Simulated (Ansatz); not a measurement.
# Sc2NO2 monolayer: phonons and vibrational spectra

Aim: the vibrations of Sc2NO2 monolayer, their spectra, and whether the structure is stable.

Main program and level: Ansatz 0.2.0; DFT PBEsol, scalar-relativistic, plane waves, PAW.

Most raw output is cut from this account.

## Step 1: Starting point

The cell holds 5 atoms: 1 N, 2 Sc and 2 O. Cell: a = 3.350 Å, b = 3.350 Å, c = 20.000 Å, α = 90.0°, β = 90.0°, γ = 120.0°. Vacuum lies along c.

As a file:

```cif
data_structure
_symmetry_space_group_name_H-M 'P 1'
_symmetry_Int_Tables_number 1
_cell_length_a 3.3500
_cell_length_b 3.3500
_cell_length_c 20.0000
_cell_angle_alpha 90.000
_cell_angle_beta 90.000
_cell_angle_gamma 120.000
_cell_volume 194.38
loop_
_atom_site_label
_atom_site_type_symbol
_atom_site_fract_x
_atom_site_fract_y
_atom_site_fract_z
_atom_site_occupancy
N1 N 0.00000 0.00000 0.50000 1
Sc2 Sc 0.33333 0.66667 0.56000 1
Sc3 Sc 0.66667 0.33333 0.44000 1
O4 O 0.66667 0.33333 0.61000 1
O5 O 0.33333 0.66667 0.39000 1
```

## Step 2: Coarse relaxation

A rough relaxation comes first, because large forces or stress need no tight tolerances yet.

The program solves this slab on a cell height of its own, 32.6 Å, in place of the one typed.

input.yaml reads:

```yaml
crystal:
  lattice:
    - [3.35, 0.0, 0.0]
    - [-1.675, 2.90119, 0.0]
    - [0.0, 0.0, 20.0]
  atoms:
    - { symbol: "N", position: [0.0, 0.0, 0.5] }
    - { symbol: Sc, position: [0.333333, 0.666667, 0.56] }
    - { symbol: Sc, position: [0.666667, 0.333333, 0.44] }
    - { symbol: O, position: [0.666667, 0.333333, 0.61] }
    - { symbol: O, position: [0.333333, 0.666667, 0.39] }
  periodic: [true, true, false]
kpoints:
  mp_grid: { grid: [9, 9, 1] }
hamiltonian:
  xc: pbesol
scf:
  occupations: { method: gaussian, width: 0.1 }
output:
  forces: true
  stress: true
  eigenvalues: true
relax:
  adjacent_minimum: "off"
  f_tol: 0.05
  max_steps: 80
  cell: { stress_2d_tol: 0.02 }
```

Started as:

```console
$ ansatz run input.yaml --threads 8 --pin off --max-ram 14336MiB --backend cpu --events-out ev --progress --plain --runs-dir out
```

Elapsed: 11 s, on 8 threads of Arm Neoverse V2, shared host; peak memory 0.85 GiB; 73 s of CPU time.

Relaxation path:

```
step  energy less that of the first step (eV)  largest force component (eV/Å)  volume (Å³)
   1                                   0.0000                          3.4946       316.84
   2                                  -1.0338                          0.5153       299.91
   3                                  -1.0858                          0.2641       292.34
   4                                  -1.0930                          0.0144       290.91
   5                                  -1.0926                          0.0028       292.12
   6                                  -1.0927                          0.0004       292.03
  7*                                  -1.0820                          0.0011       292.03
   8                                  -1.0826                          0.0014       291.40
  9*                                  -1.0822                          0.0013       291.40
```

Relaxation steps marked * repeat the geometry before them on a plane-wave basis chosen anew for their cell, so energy and pressure can jump there.

Forces are held to the 12 operations that the run works with; a distortion that breaks them can't arise in this run.

```
cell as run  before  after  change
      a (Å)   3.350  3.213  -4.1 %
      b (Å)   3.350  3.213  -4.1 %
```

The atoms that moved most (Å, along periodic axes as changes of fractional coordinates times the final cell, across vacuum about the mean position):

```
atom     dx     dy      dz  length
 Sc2  0.000  0.000   0.200   0.200
 Sc3  0.000  0.000  -0.200   0.200
  O5  0.000  0.000   0.020   0.020
  O4  0.000  0.000  -0.020   0.020
```

The relaxed structure:

```cif
data_structure
_symmetry_space_group_name_H-M 'P 1'
_symmetry_Int_Tables_number 1
_cell_length_a 3.2127
_cell_length_b 3.2127
_cell_length_c 32.6000
_cell_angle_alpha 90.000
_cell_angle_beta 90.000
_cell_angle_gamma 120.000
_cell_volume 291.40
loop_
_atom_site_label
_atom_site_type_symbol
_atom_site_fract_x
_atom_site_fract_y
_atom_site_fract_z
_atom_site_occupancy
N1 N 0.00000 0.00000 0.30675 1
Sc2 Sc 0.33333 0.66667 0.34968 1
Sc3 Sc 0.66667 0.33333 0.26382 1
O4 O 0.66667 0.33333 0.37362 1
O5 O 0.33333 0.66667 0.23988 1
```

This step gave:

- gap on the k-mesh: 0 eV
- area per atom: 1.788 Å²

The relaxation ends with a largest force component of 0.0013 eV/Å.

## Step 3: Relaxation

The cell and atoms are relaxed, since residual forces and stress would shift the frequencies.

input.yaml reads:

```yaml
crystal:
  lattice:
    - [3.2127247191, 0.0, 0.0]
    - [-1.6063623595, 2.7823012221, 0.0]
    - [0.0, 0.0, 32.6]
  atoms:
    - { symbol: "N", position: [0.0, 0.0, 0.3067484663] }
    - { symbol: Sc, position: [0.3333333333, 0.6666666667, 0.349678962] }
    - { symbol: Sc, position: [0.6666666667, 0.3333333333, 0.2638179706] }
    - { symbol: O, position: [0.6666666667, 0.3333333333, 0.3736186625] }
    - { symbol: O, position: [0.3333333333, 0.6666666667, 0.2398782701] }
  periodic: [true, true, false]
kpoints:
  mp_grid: { grid: [12, 12, 1] }
hamiltonian:
  xc: pbesol
scf:
  occupations: { method: gaussian, width: 0.1 }
output:
  forces: true
  stress: true
  eigenvalues: true
  write_density: true
  write_potential: true
  elf: true
  volumetric_format: npy
relax:
  adjacent_minimum: "off"
  f_tol: 0.005
  max_steps: 80
  cell: { stress_2d_tol: 0.02 }
```

Wall time 6.4 s (8 threads); peak memory 0.89 GiB.

Little changed from the start: no atom moved by 0.005 Å and no cell edge by 0.1 %.

Numbers from this step:

| Item | Value |
| --- | --- |
| area per atom | 1.789 Å² |

ELF in the ac plane at fractional y = 0.333, with atoms of Sc and O within 0.2 Å of it. It is the smooth field of the valence electrons, not physical close to the nuclei.

Values, 24 rows by 14 columns, each cell a mean:
```
0.00 0.00 0.00 0.00 0.00 0.00 0.00 0.00 0.00 0.00 0.00 0.00 0.00 0.00
0.00 0.00 0.00 0.00 0.00 0.00 0.00 0.00 0.00 0.00 0.00 0.00 0.00 0.00
0.00 0.00 0.00 0.00 0.00 0.00 0.00 0.00 0.00 0.00 0.00 0.00 0.00 0.00
0.00 0.00 0.00 0.00 0.00 0.00 0.00 0.00 0.00 0.00 0.00 0.00 0.00 0.00
0.00 0.00 0.00 0.00 0.00 0.00 0.00 0.00 0.00 0.00 0.00 0.00 0.00 0.00
0.00 0.00 0.00 0.00 0.00 0.00 0.00 0.00 0.00 0.00 0.00 0.00 0.00 0.00
0.00 0.00 0.00 0.00 0.00 0.00 0.00 0.00 0.00 0.00 0.00 0.00 0.00 0.00
0.00 0.00 0.00 0.00 0.00 0.00 0.00 0.00 0.00 0.00 0.00 0.00 0.00 0.00
0.00 0.00 0.00 0.00 0.00 0.00 0.00 0.00 0.00 0.00 0.00 0.00 0.00 0.00
0.00 0.00 0.00 0.00 0.00 0.00 0.00 0.00 0.00 0.00 0.00 0.00 0.00 0.00
0.00 0.00 0.00 0.00 0.00 0.00 0.00 0.00 0.00 0.00 0.00 0.00 0.00 0.00
0.00 0.00 0.00 0.00 0.00 0.00 0.00 0.00 0.00 0.00 0.00 0.00 0.00 0.00
0.00 0.00 0.00 0.00 0.00 0.00 0.00 0.00 0.00 0.00 0.00 0.00 0.00 0.00
0.02 0.01 0.00 0.00 0.01 0.03 0.06 0.09 0.11 0.12 0.11 0.10 0.08 0.05
0.29 0.09 0.03 0.04 0.18 0.45 0.63 0.71 0.70 0.65 0.67 0.71 0.68 0.57
0.11 0.13 0.18 0.17 0.13 0.19 0.36 0.51 0.56 0.54 0.55 0.55 0.45 0.27
0.45 0.54 0.57 0.56 0.50 0.36 0.22 0.13 0.11 0.11 0.11 0.12 0.17 0.29
0.12 0.23 0.31 0.28 0.17 0.15 0.41 0.63 0.59 0.45 0.51 0.64 0.56 0.25
0.37 0.52 0.57 0.55 0.45 0.26 0.13 0.13 0.18 0.22 0.20 0.15 0.10 0.16
0.04 0.05 0.06 0.06 0.05 0.03 0.02 0.01 0.00 0.00 0.00 0.00 0.01 0.02
0.00 0.00 0.00 0.00 0.00 0.00 0.00 0.00 0.00 0.00 0.00 0.00 0.00 0.00
0.00 0.00 0.00 0.00 0.00 0.00 0.00 0.00 0.00 0.00 0.00 0.00 0.00 0.00
0.00 0.00 0.00 0.00 0.00 0.00 0.00 0.00 0.00 0.00 0.00 0.00 0.00 0.00
0.00 0.00 0.00 0.00 0.00 0.00 0.00 0.00 0.00 0.00 0.00 0.00 0.00 0.00
```
Columns run along a (3.2 Å), rows up along c (32.6 Å). Atoms in or near the plane, at fractional coordinates: Sc at (0.67, 0.26), O at (0.67, 0.37).

Electrostatic potential energy in the ac plane at fractional y = 0.333, with atoms of Sc and O within 0.2 Å of it. With pseudopotentials it is smooth inside the atoms' cores, unlike the true potential.

Ten even steps from '0' (-26 eV) to '9' (0 eV), each cell a mean:
```
99999999999999999
99999999999999999
99999999999999999
99999999999999999
99999999999999999
99999999999999999
99999999999999999
99999999999999999
99999999999999999
99999999999999999
99999999999999999
99999999999999999
99999999999999999
99999999999999999
98888999754444579
54434567654444566
77777777777667777
67887752000000003
89999887765555678
99999999999999999
99999999999999999
99999999999999999
99999999999999999
99999999999999999
```
Columns run along a (3.2 Å; values clipped at the 3rd and 97th percentile), rows up along c (32.6 Å). Atoms in or near the plane, at fractional coordinates: Sc at (0.67, 0.26), O at (0.67, 0.37).

Valence density in the ac plane at fractional y = 0.333, with atoms of Sc and O within 0.2 Å of it. It is the smooth field of the valence electrons, not physical close to the nuclei.

Ten steps, logarithmic in the rise over the least value, from '0' (0.0 e/Å³) to '9' (5.5 e/Å³), each cell a mean:
```
00000000000000000
00000000000000000
00000000000000000
00000000000000000
00000000000000000
00000000000000000
00000000000000000
00000000000000000
00000000000000000
00000000000000000
00000000000000000
00000000000000000
00000000000000000
00000000000000000
21111224578887653
34444434567887654
34444433223333233
33333345789999864
33333322334554322
00000000000000000
00000000000000000
00000000000000000
00000000000000000
00000000000000000
```
Columns run along a (3.2 Å), rows up along c (32.6 Å). Atoms in or near the plane, at fractional coordinates: Sc at (0.67, 0.26), O at (0.67, 0.37).

## Step 4: Relaxing to small forces for the phonons

Phonons need a cell at rest on their own settings, so the relaxation is repeated with tight tolerances on forces and stress, using the mesh and the filling of the phonon run that follows.

input.yaml reads:

```yaml
crystal:
  lattice:
    - [3.2137180209, 0.0, 0.0]
    - [-1.6068590104, 2.7831614468, 0.0]
    - [0.0, 0.0, 32.6]
  atoms:
    - { symbol: "N", position: [0.0, 0.0, 0.3067484663] }
    - { symbol: Sc, position: [0.3333333333, 0.6666666667, 0.3495283728] }
    - { symbol: Sc, position: [0.6666666667, 0.3333333333, 0.2639685598] }
    - { symbol: O, position: [0.6666666667, 0.3333333333, 0.3734933711] }
    - { symbol: O, position: [0.3333333333, 0.6666666667, 0.2400035615] }
  periodic: [true, true, false]
kpoints:
  mp_grid: { grid: [12, 12, 1] }
hamiltonian:
  xc: pbesol
scf:
  occupations: { method: methfessel_paxton, width: 0.15 }
output:
  forces: true
  stress: true
  eigenvalues: true
relax:
  adjacent_minimum: "off"
  f_tol: 0.001
  max_steps: 60
  cell: { stress_2d_tol: 0.002 }
```

Wall time 7.1 s (8 threads); peak memory 0.89 GiB; 49 s of CPU time.

Little changed from the start: no atom moved by 0.005 Å and no cell edge by 0.1 %.

The largest force component left is 0.030 meV/Å, within the tolerances set.

## Step 5: Zone-centre response

The zone centre comes first: it holds the modes that light can see, as far as symmetry allows. No field response is asked, since the mesh shows no gap.

input.yaml reads:

```yaml
crystal:
  lattice:
    - [3.2137296885, 0.0, 0.0]
    - [-1.6068648442, 2.7831715512, 0.0]
    - [0.0, 0.0, 32.6]
  atoms:
    - { symbol: "N", position: [0.0, 0.0, 0.3067484663] }
    - { symbol: Sc, position: [0.3333333333, 0.6666666667, 0.3494973856] }
    - { symbol: Sc, position: [0.6666666667, 0.3333333333, 0.263999547] }
    - { symbol: O, position: [0.6666666667, 0.3333333333, 0.3734876001] }
    - { symbol: O, position: [0.3333333333, 0.6666666667, 0.2400093325] }
  periodic: [true, true, false]
kpoints:
  mp_grid: { grid: [12, 12, 1] }
hamiltonian:
  xc: pbesol
scf:
  occupations: { method: methfessel_paxton, width: 0.15 }
output:
  eigenvalues: true
phonons:
  method: dfpt
```

Wall time 65 s (8 threads); peak memory 1.7 GiB; 7.8 min of CPU time.

This step gave:

* sum-rule residual before enforcement: 2.74e-5 eV/Å²
* point group: -3m
* highest optical mode at the zone centre (no LO-TO term): 527.2 cm⁻¹
* lowest optical zone-centre mode: 124.8 cm⁻¹

Patterns of degenerate modes are one choice out of their space. Modes at Γ, with each element's share of the kinetic energy:

```
mode  frequency (cm⁻¹)  symmetry  N %  Sc %  O %
   1               0.0  acoustic   10    66   24
   2               0.0  acoustic   10    66   24
   3               0.0  acoustic   10    66   24
   4             124.8        Eg    0    75   25
   5             124.8        Eg    0    75   25
   6             205.6       A1g    0    73   27
   7             358.5        Eu   89    10    1
   8             358.5        Eu   89    10    1
   9             408.9       A2u   33    33   34
  10             454.9        Eg    0    25   75
  11             454.9        Eg    0    25   75
  12             478.8       A1g    0    27   73
  13             485.2        Eu    1    24   76
  14             485.2        Eu    1    24   76
  15             527.2       A2u   57     1   43
```

Displacements in mode 4 (124.8 cm⁻¹), the largest set to 1:
```
N1   0.00  0.00  0.00
Sc2 -0.25  1.00  0.00
Sc3  0.25 -1.00  0.00
O4  -0.25  0.98  0.00
O5   0.25 -0.98  0.00
```

Displacements in mode 12 (478.8 cm⁻¹), the largest set to 1:
```
N1   0.00  0.00  0.00
Sc2  0.00  0.00 -0.36
Sc3  0.00  0.00  0.36
O4   0.00  0.00  1.00
O5   0.00  0.00 -1.00
```

Before it was imposed, the acoustic sum rule was missed by 2.7e-5 eV/Å². Small misses are needed for a sound result but don't prove that mesh and cutoff are converged. The lowest optical mode is real, 125 cm⁻¹.

## Step 6: Response at finite wavevector

Stability and thermal properties need the whole zone. Linear response on a 6×6×1 q mesh gives force constants as far as a supercell of that size would.

input.yaml: that of step 5 with these lines changed.

```diff
@@ -22 +22,10 @@
   method: dfpt
+  qmesh: [6, 6, 1]
+  temperatures: { t_max: 1000, t_step: 50 }
+  qpath:
+    path:
+      - [0.0, 0.0, 0.0]
+      - [0.5, 0.0, 0.0]
+      - [0.33333333, 0.33333333, 0.0]
+      - [0.0, 0.0, 0.0]
+    npoints: 10
```

Run time: 14 min. Hardware: 8 threads; peak memory 2.8 GiB; 1.8 h of CPU time.

Numbers from this step:

* sum-rule residual before enforcement: 4.47e-5 eV/Å²
* lowest frequency on the path: 0 cm⁻¹
* highest frequency on the path or at a solved wavevector: 585.9 cm⁻¹
* mean frequency: 348.1 cm⁻¹
* lowest mode on the q mesh (acoustic modes at Γ apart): 59.83 cm⁻¹
* zero-point energy per atom: 64.74 meV
* heat capacity at 300 K: 19.48 J/(mol atoms K)
* vibrational entropy at 300 K: 17.84 J/(mol atoms K)
* edges of the widest gap between branches, on path and mesh: 277.9, 349.1 cm⁻¹

Frequencies (cm⁻¹) solved at each irreducible wavevector; negative means imaginary. Frequencies by wavevector, by row:

```
q in reciprocal lattice units  star  mode 1  mode 2  mode 3  mode 4  mode 13  mode 14  mode 15
                        0 0 0     1       0       0       0   124.8    485.2    485.2    527.2
                   0 0.1667 0     6    59.8    87.5   147.7   150.1    484.3    496.7    554.9
                   0 0.3333 0     6   130.1   157.8   190.2   191.8    470.4    524.3    573.4
                     0 -0.5 0     3     172   181.9   194.3   210.1    464.9    530.8    585.9
              0.1667 0.1667 0     6   111.3   163.6     178   196.3    477.5    509.1    569.6
              0.1667 0.3333 0    12   164.2   189.4   214.9   230.3    471.9    535.7    567.1
              0.3333 0.3333 0     2   189.1   189.1   231.4   231.4    479.9    549.6    549.6
```

Interpolated from a 6×6×1 q mesh. Phonon branches along the path, in cm⁻¹:

```
  point  branch 1  branch 2  branch 3  branch 4  branch 12  branch 13  branch 14  branch 15
      Γ         0         0         0       125        479        485        485        527
halfway        98       128       170       184        473        476        506        571
      M       172       182       194       210        461        465        531        586
halfway       177       192       216       229        470        471        532        573
      K       189       189       231       231        475        480        550        550
halfway       111       164       178       196        466        478        509        570
      Γ         0         0         0       125        479        485        485        527
```

The phonon density of states has structure finer than the step of the table below, so its rows give means over 25 cm⁻¹, whole bins alone (the curve runs from -2.5 to 588 cm⁻¹). Peaks (cm⁻¹: height): 192.5: 0.0796, 232.5: 0.0573, 252.5: 0.0667, 357.5: 0.155, 447.5: 0.126, 472.5: 0.122, 532.5: 0.0650.

Tetrahedra on a 24×24×1 mesh, mean over bins of 5 cm-1. Interpolated from a 6×6×1 q mesh. Phonon density of states against wavenumber; means over each step:

wavenumber (cm⁻¹), phonon density of states (1/cm⁻¹/cell) and a bar:
```
       25      0.002 #
       50      0.004 #
       75      0.006 ##
      100      0.008 ###
      125      0.013 #####
      150      0.022 ########
      175      0.043 ################
      200      0.047 ##################
      225      0.037 ##############
      250      0.039 ##############
      275      0.018 #######
      300      0.000 
      325      0.000 
      350      0.051 ###################
      375      0.042 ###############
      400      0.010 ####
      425      0.015 ######
      450      0.081 ##############################
      475      0.080 ##############################
      500      0.014 #####
      525      0.023 #########
      550      0.016 ######
      575      0.028 ##########
```

(Part 1 of 2 ends here.)

[Logs are printed without paths, hosts, clocks, repeated set-up lines and the standing remarks that a program may print on its own settings, such as how far it seeks lower states.]

[Hosts, paths, dates, database ids (printed as entryN), source tags and the programs' standing remarks are cut or masked in the printed files.]
